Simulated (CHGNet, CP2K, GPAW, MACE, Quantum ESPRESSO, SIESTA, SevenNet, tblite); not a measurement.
**Random rock-salt (Ti, Nb, Ta, Hf)C solid solution (64 atoms): other programs against plane waves**

One geometry of random rock-salt (Ti, Nb, Ta, Hf)C solid solution (64 atoms) is solved by several programs and methods. How far do their forces lie from a plane-wave PBE run?

Results are calculated, not measured.

## Step 1: The structure

The cell holds 64 atoms (11 Nb, 32 C, 3 Ti, 9 Hf and 9 Ta), with edges of 8.99, 8.99 and 8.99 Å. Recipe: rock-salt lattice (a = 4.495 Å, the mean of the end members), 2 x 2 x 2 cells, metal sites filled at random with 3 Ti, 11 Nb, 9 Ta, 9 Hf; every coordinate displaced by a Gaussian of 0.05 Å. Then every atom was moved at random, 0.02 Å r.m.s. a Cartesian component. The density is 10.9 g/cm³.

## Step 2: The reference input

Quantum ESPRESSO 7.5: Kohn-Sham DFT, PBE, SSSP efficiency 1.3.0 pseudopotentials, plane waves. Its input, pw.in:

```
&control
  calculation = 'scf'
  pseudo_dir = './pseudo'
  outdir = './tmp'
  disk_io = 'none'
  tprnfor = .true.
  tstress = .true.
/
&system
  ibrav = 0
  nat = 64
  ntyp = 5
  ecutwfc = 60
  ecutrho = 480
  nosym = .true.
  occupations = 'smearing'
  smearing = 'fd'
  degauss = 0.003675
/
&electrons
  conv_thr = 3.2e-07
  electron_maxstep = 100
  mixing_beta = 0.2
  mixing_mode = 'local-TF'
  diagonalization = 'david'
/
ATOMIC_SPECIES
Nb 92.906 Nb.upf
C 12.011 C.upf
Ti 47.867 Ti.upf
Hf 178.490 Hf.upf
Ta 180.948 Ta.upf
CELL_PARAMETERS angstrom
8.99000 0.00000 0.00000
0.00000 8.99000 0.00000
0.00000 0.00000 8.99000
ATOMIC_POSITIONS crystal
Nb 0.00654 0.99830 0.00450
C 0.24952 0.00073 0.99288
Ti 0.99333 0.25329 0.24667
C 0.24367 0.25170 0.24979
[... 58 atom lines left out ...]
Hf 0.74250 0.74831 0.50661
C 0.49658 0.74525 0.49022
K_POINTS gamma
```

```console
$ OMP_NUM_THREADS=1 mpirun -np 4 pw.x -in pw.in > output.txt
```

Wall time 3.5 min (4 MPI ranks of Arm Neoverse V2, shared host); peak memory 3.5 GiB; 14 min of CPU time.

It converged with an r.m.s. force component of 1.1 eV/Å and a pressure of 5.3 GPa.

## Step 3: The other programs

- CHGNet: machine-learned potential, published weights.
- CP2K 2026.2: Gaussian basis with GTH pseudopotentials and a plane-wave density; labels give functional, basis (MOLOPT sets; SR short-range, UZH the newer set with its own potentials), grid cutoff/relative cutoff and solver (OT: orbital transformation; TRS4, TC2, SIGN: linear-scaling purification with its sparsity filter), or its built-in tight binding.
- GPAW 26.7.0: PAW with atomic orbitals (LCAO), plane waves or a real-space grid of spacing h.
- MACE: machine-learned potential, published weights.
- Quantum ESPRESSO 7.5: plane waves; labels (QE) give functional, pseudopotential set and cutoffs of waves/density.
- SIESTA 5.4.2: numerical atomic orbitals, whose automatically made sets are far from complete, with PseudoDojo norm-conserving potentials that we converted to its format (checked against plane waves on the same files for H, C, O, Si, Ge and Ca alone); labels give functional, basis size, energy shift and mesh cutoff.
- SevenNet: machine-learned potential, published weights.

All use the same cell and atoms, and the electronic-structure runs the same k-mesh.

## Step 4: Side by side

Differences are against the reference: forces as r.m.s. over components, share as that over the reference's r.m.s. force, slope as the fitted ratio of a run's forces to the reference's.

| run | Δ force, r.m.s. (meV/Å) | share (%) | slope | Δ pressure (GPa) | cores | CPU time | memory (GiB) |
| --- | --- | --- | --- | --- | --- | --- | --- |
| reference | - | - | - | - | 4 | 14 min | 3.5 |
| CHGNet 0.3.0 potential | 474 | 43.6 | 0.603 | 2.72 | 1 | 3 s | 0.93 |
| CP2K PBE, DZVP-MOLOPT-SR, 400/50 Ry, diagonalisation (coarse) | 66.2 | 6.08 | 0.980 | -3.50 | 4 | 13 min | 5.0 |
| CP2K PBE, DZVP-MOLOPT-SR, 800/50 Ry, diagonalisation | 66.2 | 6.09 | 0.980 | -3.49 | 4 | 12 min | 7.0 |
| CP2K PBE, DZVP-MOLOPT-SR, 800/70 Ry, diagonalisation | 66.1 | 6.08 | 0.980 | -3.50 | 4 | 15 min | 7.0 |
| CP2K PBE, SZV-MOLOPT-SR, 800/50 Ry, diagonalisation (coarse) | 413 | 38.0 | 0.757 | -18.7 | 2 | 4.4 min | 3.4 |
| CP2K RPBE, PBE potentials, DZVP-MOLOPT-SR, 800/50 Ry, diagonalisation | 71.5 | 6.57 | 0.980 | -0.915 | 4 | 13 min | 7.0 |
| GPAW PBE, LCAO dzp, h 0.28 Å (coarse) | 162 | 14.9 | 1.103 | - | 1 | 5.6 min | 0.98 |
| MACE MPA-0 medium potential | 250 | 23.0 | 0.876 | 3.06 | 1 | 6.7 s | 1 |
| QE PBE, dojo-0.4.1-standard, 80/320 Ry | 6.31 | 0.58 | 0.998 | -0.157 | 1 | 9.5 min | 1.4 |
| QE PBE, gbrv-1.5, 40/200 Ry | 15.8 | 1.45 | 1.004 | -0.977 | 2 | 6.1 min | 1.1 |
| SIESTA PBE, DZP, shift 0.01 Ry, mesh 500 Ry | 69.3 | 6.37 | 1.003 | 2.18 | 2 | 13 min | 2.4 |
| SIESTA PBE, DZP, shift 0.04 Ry, mesh 500 Ry (coarse) | 94.4 | 8.68 | 0.943 | -6.87 | 2 | 5.9 min | 1.6 |
| SIESTA PBEsol, DZP, shift 0.01 Ry, mesh 500 Ry | 71.5 | 6.58 | 0.986 | -5.35 | 2 | 13 min | 2.4 |
| SevenNet l3i5 potential | 377 | 34.6 | 0.774 | 3.75 | 1 | 8.2 s | 1.3 |

Rows marked coarse were listed beforehand as settings not expected to be converged; some can still land near the reference.

Times of the machine-learned potentials are mostly Python's start and the loading of weights.

Runs without a result: tblite GFN1-xTB (not converged); GPAW PBE, LCAO dzp, h 0.2 Å (cut off at its time limit); GPAW PBE, LCAO sz(dzp), h 0.2 Å (cut off at its time limit); GPAW PBE, LCAO dzp, h 0.2 Å, other mixer settings (cut off at its time limit); GPAW revPBE, LCAO dzp, h 0.2 Å (cut off at its time limit).

CPU time is summed over cores on shared hosts, so it is rough.

## Step 5: Findings

Forces lie from 0.58 % (QE PBE, dojo-0.4.1-standard, 80/320 Ry) to 44 % (CHGNet 0.3.0 potential) of the reference's r.m.s. force of 1.1 eV/Å away from it. Other PBE runs on plane waves or a grid: QE PBE, dojo-0.4.1-standard, 80/320 Ry 0.58 % and QE PBE, gbrv-1.5, 40/200 Ry 1.4 % of the r.m.s. force; the reference has errors of its own, so differences under a few per cent don't tell which side is nearer the exact PBE result. The PBE runs in local orbitals, coarse settings apart, differ by 6.1 % (CP2K PBE, DZVP-MOLOPT-SR, 800/70 Ry, diagonalisation) to 6.4 % (SIESTA PBE, DZP, shift 0.01 Ry, mesh 500 Ry); basis, grid and potentials can all enter. Machine-learned potentials differ by 23 % (MACE MPA-0 medium potential) to 44 % (CHGNet 0.3.0 potential); they were trained on other programs' data. Among those trained on PBE data the slope goes as low as 0.60, which softening far from their training structures can give, though the reference's k-sampling is untested too.

Rows with another functional or a dispersion term differ by 6.6 % in each run, which mixes the change of model with differences of basis and potentials, some of them made for another functional. Runs with settings chosen to be coarse differ by 6.1 % (CP2K PBE, DZVP-MOLOPT-SR, 400/50 Ry, diagonalisation) to 38 % (CP2K PBE, SZV-MOLOPT-SR, 800/50 Ry, diagonalisation), their programs' other errors included. GPAW PBE, LCAO dzp, h 0.28 Å stiffens the forces by a factor of 1.10 while following their directions (correlation 0.995). From CP2K PBE, DZVP-MOLOPT-SR, 400/50 Ry, diagonalisation to the finer CP2K PBE, DZVP-MOLOPT-SR, 800/70 Ry, diagonalisation the share goes from 6.08 to 6.08 %, so the grid isn't what parts these runs from the reference. Pressures at PBE, coarse settings apart, lie -3.50 to +2.18 GPa from the reference's.

Caveats: The reference's pressure holds the uncorrected Pulay stress of its 60 Ry basis, so small pressure differences may be the reference's own error. Machine-learned potentials mimic data converged in k, so the reference's own k-point error enters their differences. The host structure and its lattice constant were typed by rule, without a check against the phase diagram. The electronic-structure runs sample only Γ, in a cell whose shortest periodic width is 9 Å, which is coarse for a cell with partly filled levels. Spin–orbit coupling is left out, which matters for the levels of the heavy elements. The reference's pressure of 5.3 GPa reflects the volume that the recipe set, positions that aren't this level's minimum and the coarse k-sampling. The reference has no spin polarisation, so local moments can't form. Where levels are smeared, the DFT runs use Fermi–Dirac occupations at 580 K (0.05 eV), and energies are free energies. The atoms were displaced at random, and shares hang on the size of the forces that this gives. The reference's cutoffs and mesh weren't converged further here.

[Logs are printed without paths, hosts, clocks, repeated set-up lines and the standing remarks that a program may print on its own settings, such as how far it seeks lower states.]

[Hosts, paths, dates, database ids (printed as entryN), source tags and the programs' standing remarks are cut or masked in the printed files.]

[Cells were taken only where this reference lay near another plane-wave run.]
